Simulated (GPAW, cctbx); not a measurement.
# By hand: from a DFT structure factor to an extinction distance in CaGeS3

CaGeS3, R-3c (no. 167), a = 6.8589 Å, b = 6.8589 Å, c = 15.3730 Å, α = 90.00°, β = 90.00°, γ = 120.00°.

```
atom  mult.       x    y       z
 Ge1      6       0    0       0
 Ca1      6     1/3  2/3  0.4167
  S1     18  0.0710  1/3  0.0833
```

The start was made by putting kin elements into a known structure type; the compound need not exist, or be stable, in this form.

A DFT run (GPAW, PBE, 450 eV, 4×4×4 k-points, Fermi–Dirac width 0.05 eV) gives the static X-ray structure factor of 1 0 -2 as 126.709 e for the conventional cell; superposed free atoms give 127.246 e. **Problem.** Find the Fourier component V of the crystal potential and the two-beam extinction distance at 200 kV in both cases.

**1. Geometry**

The cell volume is Ω = 626.32 Å³ and d(1 0 -2) = 4.7001 Å, so g = 1/d = 0.2128 Å⁻¹.

**2. The nuclei**

Electrons feel nuclei as well as electrons, so the nuclear charges are summed with the same phases.

Phase sums Σ exp(2πi h·x), turned so that the total is real and positive: Ge +6.000, Ca -6.000, S +3.896. Then F_Z = 32 × (+6.000) + 20 × (-6.000) + 16 × (+3.896) = 134.33 e. The electron term has the same sign for this reflection.

**3. Mott–Bethe**

Poisson's equation, term by term, gives V = (e/4πε₀)(F_Z − F)/(πΩg²), with e/4πε₀ = 14.3996 V Å.

The prefactor is 14.3996 × 4.7001²/(π × 626.32) = 0.16167 V per electron. Free atoms: (134.33 − 127.246) × 0.16167 = 1.145 V. Crystal: (134.33 − 126.709) × 0.16167 = 1.232 V. F changes by -0.42 % and V by +7.6 %: the same 0.54 e is measured against F_Z − F = 7.1 e in place of F = 127.2 e.

**4. Extinction distance**

In the two-beam case ξ = 1/(λU) with U = 2γm₀eV/h², that is ξ = 150.41 V Å²/(γλV).

At 200 kV, λ = 0.02508 Å and γ = 1.3914. Free atoms: ξ = 3763 Å. Crystal: ξ = 3498 Å. The thickness fringes go as sin²(πt/ξ), so the two patterns slip by a quarter of a period when t|1/ξ₁ − 1/ξ₀| = 1/4, at t ≈ 1241 nm, thicker than usual samples. Thermal motion, absorption and many-beam coupling, left out here, change a real pattern.

**5. Answer**

V(1 0 -2) is 1.23 V against 1.15 V, and ξ is 3498 against 3763 Å. Limits: static atoms, two beams.

[Outputs are excerpts: Python notices, other lines and further rows are left out; steps that failed or that the build refused (PBEsol, TPSS) are not shown.]

[Logs are printed without paths, hosts, clocks, repeated set-up lines and the standing remarks that a program may print on its own settings, such as how far it seeks lower states.]
